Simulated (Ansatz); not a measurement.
## Band gap of GeH6CBr3N (CH3NH3GeBr3) from density functionals to GW

What gap does each level of theory give for GeH6CBr3N (CH3NH3GeBr3), and in what time?

Method: density functionals, hybrids and G0W0, plane waves, PAW, in Ansatz 0.2.0.

Most raw output is cut from this account.

The structure was built from a prototype and need not be the compound's stable phase.

In doubt: masses and optical values from hybrid runs of this build are listed as unsure (step 7), which bears on the screening that GW takes from such a start.

### 1. Set-up

The cell holds 12 atoms: 1 C, 1 N, 6 H, 1 Ge and 3 Br. Cell: a = 5.559 Å, b = 5.657 Å, c = 5.550 Å, α = 91.0°, β = 89.9°, γ = 82.4°. It derives from Br3C1Ge1H6N1.

The structure was relaxed with PBEsol-D3(BJ). The runs that relaxed it are not among those shown.

The logs state that the PAW files were generated under PBE.

### 2. PBEsol on the 4×4×4 mesh

Levels along a band path and on the mesh show where this functional puts the band edges.

This step: DFT, PBEsol, plane waves, PAW; PAW set soft_1.

Input file input.yaml:

```yaml
crystal:
  lattice:
    - [5.5467969221, 0.3702694348, 0.0049253558]
    - [0.3702694348, 5.6450359083, -0.046829508]
    - [0.0049253558, -0.046829508, 5.5495500431]
  atoms:
    - { symbol: C, position: [0.9290273899, 0.9115766737, 1.002304231] }
    - { symbol: "N", position: [0.082932378, 0.1051282868, -0.0021496463] }
    - { symbol: H, position: [1.0472006063, 0.7401270702, 1.0007242073] }
    - { symbol: H, position: [0.192228908, 1.0925891574, 0.8439182886] }
    - { symbol: H, position: [0.81193204, -0.0760669468, 0.842588036] }
    - { symbol: H, position: [-0.0238869375, 0.2701527467, -0.0014611858] }
    - { symbol: H, position: [0.8177735738, -0.0694615116, 0.1667816348] }
    - { symbol: H, position: [0.1960831932, 1.0992905295, 0.1481715727] }
    - { symbol: Ge, position: [0.5122581063, 0.510998608, 0.479648026] }
    - { symbol: Br, position: [0.5190301639, 0.4745762345, 0.018859772] }
    - { symbol: Br, position: [0.4382141512, -0.0289307855, 0.4965308816] }
    - { symbol: Br, position: [-0.0332405306, 0.4691841807, 0.5037707734] }
kpoints:
  mp_grid: { grid: [4, 4, 4] }
  band_path:
    path:
      - [[0.0, 0.0, 0.0], [0.5, 0.0, 0.0], [0.5, 0.5, 0.0], [0.0, 0.0, 0.0], [0.5, 0.5, 0.5], [0.5, 0.0, 0.0]]
      - [[0.5, 0.5, 0.0], [0.5, 0.5, 0.5]]
    npoints: 10
hamiltonian:
  xc: pbesol
  pseudopotentials: { kind: paw, azcp: { folder: soft_1 }, xc_functional: pbe }
scf:
  occupations: { method: fermi_dirac, width: 0.02 }
  n_extra_bands: 8
output:
  eigenvalues: true
  forces: true
  stress: true
  write_density: true
  write_potential: true
  elf: true
  volumetric_format: npy
```

Started as:

```bash
ansatz run input.yaml --threads 2 --pin off --max-ram 92160MiB --backend cuda --events-out ev --progress --plain --runs-dir out --devices 1 --max-vram 13GiB
```

The job ended after 11 s (1 × NVIDIA H100 80GB HBM3 (shared by 6 runs) with 2 threads of AMD EPYC 7R13 (Zen 3), shared host; peak memory 1 GiB; 7.7 s of CPU time).

This step gave:

* pressure: 1.030 GPa
* filled bands: 25
* gap: 1.033 eV
* valence top at: R
* conduction bottom at: R
* least direct gap: 1.033 eV

Over mesh and path the gap is 1.033 eV, direct, at k = (0.500, 0.500, 0.500).

### 3. PBEsol+SOC on the 4×4×4 mesh

This run has two-component orbitals with spin-orbit coupling.

This step: DFT, PBEsol with spin-orbit coupling, plane waves, PAW; PAW set soft_1.

input.yaml: that of step 2 with these lines changed.

```diff
@@ -21,12 +21,13 @@
   band_path:
-    path:
-      - [[0.0, 0.0, 0.0], [0.5, 0.0, 0.0], [0.5, 0.5, 0.0], [0.0, 0.0, 0.0], [0.5, 0.5, 0.5], [0.5, 0.0, 0.0]]
-      - [[0.5, 0.5, 0.0], [0.5, 0.5, 0.5]]
-    npoints: 10
+    path: [[0.0, 0.0, 0.0], [0.5, 0.0, 0.0], [0.5, 0.5, 0.0], [0.5, 0.5, 0.5]]
+    npoints: 1
 hamiltonian:
   xc: pbesol
-  pseudopotentials: { kind: paw, azcp: { folder: soft_1 }, xc_functional: pbe }
+  pseudopotentials: { kind: paw_fr, azcp: { folder: soft_1 }, xc_functional: pbe }
 scf:
   occupations: { method: fermi_dirac, width: 0.02 }
-  n_extra_bands: 8
+  n_extra_bands: 16
+magnetization:
+  noncollinear: true
+  spin_orbit: true
 output:
@@ -35,5 +36 @@
   stress: true
-  write_density: true
-  write_potential: true
-  elf: true
-  volumetric_format: npy
```

Elapsed: 12 s, on 1 × NVIDIA H100 80GB HBM3 (shared by 6 runs) with 2 threads; peak memory 1 GiB; 13 s of CPU time.

This step gave:

```
pressure             : 1.041 GPa
gap                  : 0.9894 eV
valence top at       : R
conduction bottom at : R
least direct gap     : 0.9894 eV
```

Over mesh and listed points the gap is 0.989 eV, direct, at k = (0.500, 0.500, 0.500). PBEsol+SOC against PBEsol: 0.989 − 1.033 = −0.044 eV, with the same mesh, set of files (read in its fully relativistic form for the spin-orbit run) and cutoff, and both edges at the same k points. The spin-orbit run sees mesh and listed points alone, so its gap is an upper bound: the coupling can move an edge off these points, the more so as this crystal has no centre of inversion, and the change over the zone, its sign included where it is small, is not known.

### 4. HSE06 on the 4×4×4 mesh

HSE06 mixes in a quarter of exact exchange at short range.

This step: DFT, HSE06, plane waves, PAW; PAW set soft_1.

input.yaml: that of step 3 with these lines changed.

```diff
@@ -24,13 +24,8 @@
 hamiltonian:
-  xc: pbesol
-  pseudopotentials: { kind: paw_fr, azcp: { folder: soft_1 }, xc_functional: pbe }
+  xc: hse06
+  pseudopotentials: { kind: paw, azcp: { folder: soft_1 } }
 scf:
-  occupations: { method: fermi_dirac, width: 0.02 }
-  n_extra_bands: 16
-magnetization:
-  noncollinear: true
-  spin_orbit: true
+  occupations: { method: fixed }
+  n_extra_bands: 8
 output:
   eigenvalues: true
-  forces: true
-  stress: true
```

Run time: 50 s. Hardware: 1 × NVIDIA H100 80GB HBM3 (shared by 6 runs) with 2 threads; peak memory 1.7 GiB.

Numbers from this step:

| Quantity | Value |
| --- | --- |
| gap | 1.661 eV |
| valence top at | R |
| conduction bottom at | R |
| least direct gap | 1.661 eV |
| exact-exchange fraction | 0.25 |

Over mesh and listed points the gap is 1.661 eV, direct, at k = (0.500, 0.500, 0.500). HSE06 against PBEsol: 1.661 − 1.033 = +0.628 eV, with the same mesh, files and cutoff, and both edges at the same k points.

### 5. HSE06+SOC on the 2×2×2 mesh

This step: DFT, HSE06 with spin-orbit coupling, plane waves, PAW; PAW set soft_1.

input.yaml: that of step 4 with these lines changed.

```diff
@@ -19,3 +19,3 @@
 kpoints:
-  mp_grid: { grid: [4, 4, 4] }
+  mp_grid: { grid: [2, 2, 2] }
   band_path:
@@ -25,7 +25,14 @@
   xc: hse06
-  pseudopotentials: { kind: paw, azcp: { folder: soft_1 } }
+  pseudopotentials: { kind: paw_fr, azcp: { folder: soft_1 } }
 scf:
-  occupations: { method: fixed }
-  n_extra_bands: 8
+  occupations: { method: fermi_dirac, width: 0.02 }
+  n_extra_bands: 16
+magnetization:
+  noncollinear: true
+  spin_orbit: true
 output:
   eigenvalues: true
+  write_density: true
+  write_potential: true
+  elf: true
+  volumetric_format: npy
```

It took 32 s on 1 × NVIDIA H100 80GB HBM3 (shared by 6 runs) with 2 threads; peak memory 1.6 GiB; 31 s of CPU time.

Numbers from this step:

```
gap                     : 1.746 eV
valence top at          : R
conduction bottom at    : R
least direct gap        : 1.746 eV
exact-exchange fraction : 0.25
```

Over mesh and listed points the gap is 1.746 eV, direct, at k = (0.500, 0.500, 0.500). HSE06+SOC against HSE06: 1.746 − 1.661 = +0.085 eV. The runs also differ in mesh (4×4×4 and 2×2×2), so how much of this comes from spin-orbit coupling alone is not known. The spin-orbit run sees mesh and listed points alone, so its gap is an upper bound: the coupling can move an edge off these points, the more so as this crystal has no centre of inversion, and the change over the zone, its sign included where it is small, is not known.

### 6. G0W0@PBEsol, 4×4×4 mesh, 582 empty bands, screening to 130 eV, PAW set soft_1 files

G0W0 replaces the xc potential by a self-energy built once from the orbitals of the start. Levels are corrected in the window of bands that the input names, at points of the mesh.

This step: G0W0 on PBEsol, plane waves, PAW; PAW set soft_1.

input.yaml: that of step 5 with these lines changed.

```diff
@@ -19,20 +19,13 @@
 kpoints:
-  mp_grid: { grid: [2, 2, 2] }
-  band_path:
-    path: [[0.0, 0.0, 0.0], [0.5, 0.0, 0.0], [0.5, 0.5, 0.0], [0.5, 0.5, 0.5]]
-    npoints: 1
+  mp_grid: { grid: [4, 4, 4] }
 hamiltonian:
-  xc: hse06
-  pseudopotentials: { kind: paw_fr, azcp: { folder: soft_1 } }
+  xc: pbesol
+  pseudopotentials: { kind: paw, azcp: { folder: soft_1 }, xc_functional: pbe }
 scf:
-  occupations: { method: fermi_dirac, width: 0.02 }
-  n_extra_bands: 16
-magnetization:
-  noncollinear: true
-  spin_orbit: true
-output:
-  eigenvalues: true
-  write_density: true
-  write_potential: true
-  elf: true
-  volumetric_format: npy
+  occupations: { method: fixed }
+gw:
+  n_empty_bands: 582
+  ecut_chi: 130.0
+  qp_bands: [v4, c4]
+  qp_kpoints: band_edges
+  screening: { model: contour_deformation }
```

Wall time 2 min (1 × NVIDIA H100 80GB HBM3 (shared by 6 runs) with 2 threads); peak memory 4.9 GiB.

Numbers from this step:

- bands summed: 607
- RPA ε∞ on this mesh (eigenvalues): 6.154, 7.497, 8.132
- plane waves in the screening matrix: 585
- G0W0 gap over the corrected points: 1.897 eV
- k of the valence top: -0.5, -0.5, -0.5
- k of the conduction bottom: -0.5, -0.5, -0.5
- starting gap on the mesh: 1.033 eV
- Z at the valence top: 0.7558
- Z at the conduction bottom: 0.7663
- least direct G0W0 gap over the corrected points: 1.897 eV

Over 12 of 36 irreducible mesh points the G0W0 gap is 1.897 eV, direct, at k = (-0.500, -0.500, -0.500). The PBEsol gap of this run on the mesh is 1.033 eV. The two states that bound the G0W0 gap lie that far apart at the start, so the correction of the gap is 1.897 − 1.033 = +0.864 eV. The program marks 2 of the 96 corrected levels as in doubt (energies apart, Σc rises), neither edge state among them.

### 7. G0W0@HSE06, 4×4×4 mesh, 270 empty bands, screening to 78 eV, PAW set soft_1 files

This step: G0W0 on HSE06, plane waves, PAW; PAW set soft_1.

input.yaml: that of step 6 with these lines changed.

```diff
@@ -21,4 +21,4 @@
 hamiltonian:
-  xc: pbesol
-  pseudopotentials: { kind: paw, azcp: { folder: soft_1 }, xc_functional: pbe }
+  xc: hse06
+  pseudopotentials: { kind: paw, azcp: { folder: soft_1 } }
 scf:
@@ -26,4 +26,4 @@
 gw:
-  n_empty_bands: 582
-  ecut_chi: 130.0
+  n_empty_bands: 270
+  ecut_chi: 78
   qp_bands: [v4, c4]
```

It took 2.3 min on 1 × NVIDIA H100 80GB HBM3 (shared by 6 runs) with 2 threads; peak memory 2.7 GiB; 3.1 min of CPU time.

Numbers from this step:

```
bands summed                                    : 295
RPA ε∞ on this mesh (eigenvalues)               : 4.434, 4.981, 5.305
plane waves in the screening matrix             : 267
G0W0 gap over the corrected points              : 2.177 eV
k of the valence top                            : -0.5, -0.5, -0.5
k of the conduction bottom                      : -0.5, -0.5, -0.5
starting gap on the mesh                        : 1.661 eV
Z at the valence top                            : 0.7937
Z at the conduction bottom                      : 0.8014
least direct G0W0 gap over the corrected points : 2.177 eV
```

Over 13 of 36 irreducible mesh points the G0W0 gap is 2.177 eV, direct, at k = (-0.500, -0.500, -0.500). The HSE06 gap of this run on the mesh is 1.661 eV. The two states that bound the G0W0 gap lie that far apart at the start, so the correction of the gap is 2.177 − 1.661 = +0.516 eV. G0W0@HSE06 against G0W0@PBEsol with 607 bands: 2.177 − 1.897 = +0.280 eV. The runs also differ in empty bands (582 and 270) and screening cutoff (eV) (130.0 and 78), so how much of this comes from the start alone is not known.

### 8. All levels together

Each gap is the least one over the points named; times are wall times on shared hosts, not benchmarks. A G0W0 time includes the run's own self-consistent start. Runs with listed points see these and the mesh alone, so an edge that moves elsewhere is missed. Rows marked * are further runs, not shown as steps, whose inputs differ from the G0W0 step on the same start in the columns given; solver thresholds can differ too. Symmetry makes (0.500, 0.500, 0.500) and (-0.500, -0.500, -0.500) one point.

```csv
level,mesh,"files, cutoff","bands summed, screening",points,gap (eV),valence top,conduction bottom,least direct gap (eV),time
PBEsol,4×4×4,"soft_1 PAW, 420 eV",-,mesh and path,1.033,"(0.500, 0.500, 0.500)","(0.500, 0.500, 0.500)",1.033,11 s
PBEsol+SOC,4×4×4,"soft_1 PAW, 420 eV",-,mesh and listed points,0.989,"(0.500, 0.500, 0.500)","(0.500, 0.500, 0.500)",0.989,12 s
HSE06,4×4×4,"soft_1 PAW, 420 eV",-,mesh and listed points,1.661,"(0.500, 0.500, 0.500)","(0.500, 0.500, 0.500)",1.661,50 s
HSE06+SOC,2×2×2,"soft_1 PAW, 420 eV",-,mesh and listed points,1.746,"(0.500, 0.500, 0.500)","(0.500, 0.500, 0.500)",1.746,32 s
G0W0@PBEsol*,4×4×4,"soft_1 PAW, 420 eV","172, 52 eV",12 of 36 irreducible mesh points,1.661,"(-0.500, -0.500, -0.500)","(-0.500, -0.500, -0.500)",1.661,34 s
G0W0@PBEsol,4×4×4,"soft_1 PAW, 420 eV","607, 130 eV",12 of 36 irreducible mesh points,1.897,"(-0.500, -0.500, -0.500)","(-0.500, -0.500, -0.500)",1.897,2 min
G0W0@HSE06,4×4×4,"soft_1 PAW, 420 eV","295, 78 eV",13 of 36 irreducible mesh points,2.177,"(-0.500, -0.500, -0.500)","(-0.500, -0.500, -0.500)",2.177,2.3 min
```

### 9. What came out

```
PBEsol, over mesh and path                                            : 1.033 eV
PBEsol+SOC, over mesh and listed points                               : 0.989 eV
HSE06, over mesh and listed points                                    : 1.661 eV
HSE06+SOC, over mesh and listed points                                : 1.746 eV
G0W0@PBEsol (607 bands, 4×4×4), over 12 of 36 irreducible mesh points : 1.897 eV
G0W0@HSE06, over 13 of 36 irreducible mesh points                     : 2.177 eV
known limits                                                          : finite bands, screening cutoff and k mesh; no spin-orbit coupling in G0W0
```

**Reading.** The rows run from 0.989 eV (PBEsol+SOC) to 2.177 eV (G0W0@HSE06). They differ in mesh, bands and screening cutoff of G0W0 and the points over which the gap was sought as well as in level, so only pairs that share these are like for like. PBEsol+SOC against PBEsol: 0.989 − 1.033 = −0.044 eV, with the same mesh, set of files (read in its fully relativistic form for the spin-orbit run) and cutoff, and both edges at the same k points. The spin-orbit run sees mesh and listed points alone, so its gap is an upper bound: the coupling can move an edge off these points, the more so as this crystal has no centre of inversion, and the change over the zone, its sign included where it is small, is not known. HSE06 against PBEsol: 1.661 − 1.033 = +0.628 eV, with the same mesh, files and cutoff, and both edges at the same k points. G0W0@PBEsol (607 bands, 4×4×4) moves the gap of its own start on the mesh by 1.897 − 1.033 = +0.864 eV, between the same two levels. Both edges that PBEsol shows over mesh and path lie at k points where levels were corrected. Levels at other points were not corrected, so a lower G0W0 gap elsewhere in the zone is not ruled out. G0W0@HSE06 moves the gap of its own start on the mesh by 2.177 − 1.661 = +0.516 eV, between the same two levels. Both edges that HSE06 shows over mesh and listed points lie at k points where levels were corrected. Levels at other points were not corrected, so a lower G0W0 gap elsewhere in the zone is not ruled out. What spin-orbit coupling does to the G0W0 levels was not computed, so no sum with the G0W0 gap is formed. For G0W0@PBEsol: from 172 bands and 52 eV to 607 bands and 130 eV the gap moves by 1.897 − 1.661 = +0.236 eV; bands and screening cutoff rise together, so their parts are not told apart. Two runs can't test a law of convergence, so the limit is not known. The other G0W0 rows are shown at one basis each (295 bands), so their distance from the limit is not known here. For G0W0@PBEsol (607 bands, 4×4×4): the program marks 2 of the 96 corrected levels as in doubt (energies apart, Σc rises), neither edge state among them. The G0W0 runs are scalar-relativistic. No pair of G0W0 runs that differ in the mesh alone is shown (4×4×4 is a supercell whose nearest images lie 22 Å apart), so the error from the mesh is not known here. G0W0 is shown with one set of atomic data (soft_1 PAW), so the error from the files is not known here.

[Paths, hosts, dates, memory and timing lines, banners, echoed tables and standing remarks are left out of the program output.]

[Logs are printed without paths, hosts, clocks, repeated set-up lines and the standing remarks that a program may print on its own settings, such as how far it seeks lower states.]

[Runs of the session that timed out or met a known fault of the program may be left out.]

[Cells called generated may have been cut or substituted from an entry of the Crystallography Open Database or the Materials Project.]

[Hosts, paths, dates, database ids (printed as entryN), source tags and the programs' standing remarks are cut or masked in the printed files.]

[Where an RPA ε∞ is given, it is that of the G0W0 mesh and is not shown converged in it. Names of k-points follow the symmetry that the program found, which can be lower than the space group named. Band edges on a path are those of the sampled points; other points can move an edge, and change direct to indirect where valleys lie close.]

[Hybrid gaps are those of their k-mesh and are not shown converged in it.]
